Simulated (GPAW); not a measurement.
# Work function of Mg/Ir(100) at several levels, part 2 of 2

Aim: the work function of both faces of Mg/Ir(100), and its spread over functionals and bases.

GPAW 26.7.0; GPAW, PAW setups; slab in vacuum, relaxation (the session's first sound run).

So far, upper work function (eV): step 2 (relaxation, PBE, GPAW) 4.04; step 5 (self-consistent run: xc = "revPBE") 3.99; step 6 (self-consistent run: xc = "LDA") 4.17; step 7 (self-consistent run: xc = "RPBE") 3.98; step 8 (self-consistent run: xc = "vdW-DF2", GPAW, PAW setups, GPAW) 4.15.

**9. Real-space grid: mode = "fd"**

A real-space grid is a second complete basis, so it checks the plane-wave result.

run.py reads:

```python
import json
import numpy as np
from ase import Atoms
from gpaw import GPAW

slab = Atoms(
    ['Ir', 'Ir', 'Ir', 'Ir', 'Mg'],
    positions=[
        [1.35765, 1.35765, 9.00000],
        [0.00000, 0.00000, 10.92000],
        [1.35765, 1.35765, 12.87401],
        [-0.00000, -0.00000, 14.78300],
        [1.35765, 1.35765, 16.75606]],
    cell=[[2.71529, 0.0, 0.0], [0.0, 2.71529, 0.0], [0.0, 0.0, 26.01413]],
    pbc=[True, True, False])

slab.calc = GPAW(mode='fd', h=0.18, xc='PBE', kpts={'size': (12, 12, 1), 'gamma': True},
                 occupations={'name': 'fermi-dirac', 'width': 0.1}, nbands='200%',
                 convergence={'density': 1e-05}, maxiter=200,
                 poissonsolver={'dipolelayer': 'xy'},
                 symmetry={'tolerance': 1e-3}, txt='slab.txt')
result = {}
energy = slab.get_potential_energy()
fermi = slab.calc.get_fermi_level()
v = slab.calc.get_electrostatic_potential().mean((0, 1)) - fermi
n = slab.calc.get_pseudo_density().mean((0, 1))
L = slab.cell[2, 2]
z = np.arange(len(v)) * L / len(v)
low, high = slab.positions[:, 2].min(), slab.positions[:, 2].max()
below, above = np.interp([low - 6.8, high + 6.8], z, v)
slopes = [np.interp(x, z, np.gradient(v, z)) for x in (low - 6.8, high + 6.8)]
eps = np.array([[slab.calc.get_eigenvalues(k, s) for k in range(len(slab.calc.get_ibz_k_points()))]
                for s in range(slab.calc.get_number_of_spins())]) - fermi
top, bottom = eps[eps < 0].max(), eps[eps > 0].min()
dipole = slab.get_dipole_moment()[2]
print(f'energy {energy:.4f} eV, Fermi level {fermi:.4f} eV, dipole {dipole:.5f} e A')
print(f'potential 6.8 A off the faces, from the Fermi level: lower {below:.4f} eV, upper {above:.4f} eV')
print(f'slope of the potential there: lower {slopes[0]:.5f}, upper {slopes[1]:.5f} eV/A')
print(f'nearest levels on the mesh: {top:.4f} and {bottom:.4f} eV')
print('magnetic moment', round(slab.get_magnetic_moment(), 3))
result.update(energy=energy, fermi=fermi, dipole=dipole, below=below, above=above, slopes=slopes, edges=[top, bottom],
              z=z.tolist(), v=v.tolist(), n=n.tolist(), positions=slab.positions.tolist(),
              forces=slab.get_forces(apply_constraint=False).tolist(), moments=slab.get_magnetic_moments().tolist())
json.dump(result, open('result.json', 'w'))
```

Command:

```sh
OMP_NUM_THREADS=1 OPENBLAS_NUM_THREADS=1 python run.py
```

Output:

```text
energy -37.6282 eV, Fermi level -4.7956 eV, dipole 0.06115 e A
potential 6.8 A off the faces, from the Fermi level: lower 5.5461 eV, upper 4.0452 eV
slope of the potential there: lower -0.00000, upper 0.00003 eV/A
nearest levels on the mesh: -0.0144 and 0.0036 eV
magnetic moment 0.0
```

It took 23 min on 1 thread of Arm Neoverse V2, shared host; peak memory 1.7 GiB.

Numbers from this step:

```
dipole along the normal                    : 0.06115 e·Å
levels nearest the Fermi level on the mesh : -0.01436, 0.003600 eV from the Fermi level
upper work function                        : 4.045 eV
lower work function                        : 5.546 eV
```

The upper face's work function is 4.045 eV, against 4.044 eV in the first plane-wave PBE run at this geometry.

**10. Atomic orbitals: mode = "lcao"**

Atom-centred orbitals end a few angstrom from the surface, which tests how much the density's tail matters.

Edit run.py of step 9 so:

```diff
@@ -16,4 +16,4 @@
 
-slab.calc = GPAW(mode='fd', h=0.18, xc='PBE', kpts={'size': (12, 12, 1), 'gamma': True},
-                 occupations={'name': 'fermi-dirac', 'width': 0.1}, nbands='200%',
+slab.calc = GPAW(mode='lcao', basis='dzp', h=0.18, xc='PBE', kpts={'size': (12, 12, 1), 'gamma': True},
+                 occupations={'name': 'fermi-dirac', 'width': 0.1}, nbands='120%',
                  convergence={'density': 1e-05}, maxiter=200,
```

Output:

```text
energy -35.9520 eV, Fermi level -4.7985 eV, dipole 0.06362 e A
potential 6.8 A off the faces, from the Fermi level: lower 5.5792 eV, upper 4.0177 eV
slope of the potential there: lower -0.00000, upper -0.00000 eV/A
nearest levels on the mesh: -0.0007 and 0.0044 eV
magnetic moment 0.0
```

Run time: 18 min. Hardware: 1 thread; peak memory 0.44 GiB.

This step gave:

* dipole along the normal: 0.06362 e·Å
* levels nearest the Fermi level on the mesh: -6.70e-4, 0.004384 eV from the Fermi level
* upper work function: 4.018 eV
* lower work function: 5.579 eV

The upper face's work function is 4.018 eV, against 4.044 eV in the first plane-wave PBE run at this geometry.

**11. All levels side by side**

Times are for 1 thread of Arm Neoverse V2, shared host. Results by setting:

| no. | run | upper work function (eV) | lower work function (eV) | time | memory (GiB) |
| --- | --- | --- | --- | --- | --- |
| 1 | pw | 4.044 | 5.545 | 3.5 min | 0.3 |
| 2 | optPBE vdW | 4.147 | 5.702 | 3.6 min | 0.42 |
| 3 | revPBE | 3.985 | 5.412 | 3.4 min | 0.3 |
| 4 | LDA | 4.166 | 5.893 | 3.3 min | 0.3 |
| 5 | RPBE | 3.983 | 5.393 | 3.4 min | 0.3 |
| 6 | vdW DF2 | 4.151 | 5.810 | 4.3 min | 0.42 |
| 7 | fd | 4.045 | 5.546 | 23 min | 1.7 |
| 8 | lcao | 4.018 | 5.579 | 18 min | 0.44 |

**12. Side by side**

Results and costs are gathered.

This step: comparison of work functions, dipole and cost (GPAW 26.7.0).

Ladder, by row:

| step | code | work function, upper (eV) | work function, lower (eV) | dipole (e Å) | wall time (s) | peak memory (GiB) | threads |
| --- | --- | --- | --- | --- | --- | --- | --- |
| pw | GPAW | 4.044 | 5.545 | 0.06122 | 209.7 | 0.3 | 1 |
| optPBE-vdW | GPAW | 4.147 | 5.702 | 0.06343 | 216.9 | 0.42 | 1 |
| revPBE | GPAW | 3.985 | 5.412 | 0.05823 | 201.1 | 0.3 | 1 |
| LDA | GPAW | 4.166 | 5.893 | 0.07044 | 198.9 | 0.3 | 1 |
| RPBE | GPAW | 3.983 | 5.393 | 0.05752 | 201.4 | 0.3 | 1 |
| vdW-DF2 | GPAW | 4.151 | 5.81 | 0.06767 | 255.9 | 0.42 | 1 |
| fd | GPAW | 4.045 | 5.546 | 0.06115 | 1406 | 1.71 | 1 |
| lcao | GPAW | 4.018 | 5.579 | 0.06362 | 1086 | 0.44 | 1 |

**13. Results**

```json
{
 "work function, upper and lower face": "4.044 and 5.545 eV",
 "dipole along the normal": "0.0612 e Å"
}
```

In words: With plane waves and PBE the work function is 4.04 eV on the upper face and 5.55 eV on the lower. The two faces differ by 1.5 eV, the step that the slab's dipole makes (e p/(ε0 A) gives 1.5 eV), so the dipole layer is needed. Over the sound runs of the table the upper face's work function spans 3.983 (RPBE) to 4.166 eV (LDA). The cell of 7.37 Å² holds one Mg, started on one chosen site; other sites and coverages weren't tried. The in-plane lattice was kept as typed, which isn't the functional's own and leaves some strain; spin-orbit coupling and temperature are left out.

[Logs are printed without paths, hosts, clocks, repeated set-up lines and the standing remarks that a program may print on its own settings, such as how far it seeks lower states.]

[Hosts, paths, dates, database ids (printed as entryN), source tags and the programs' standing remarks are cut or masked in the printed files.]
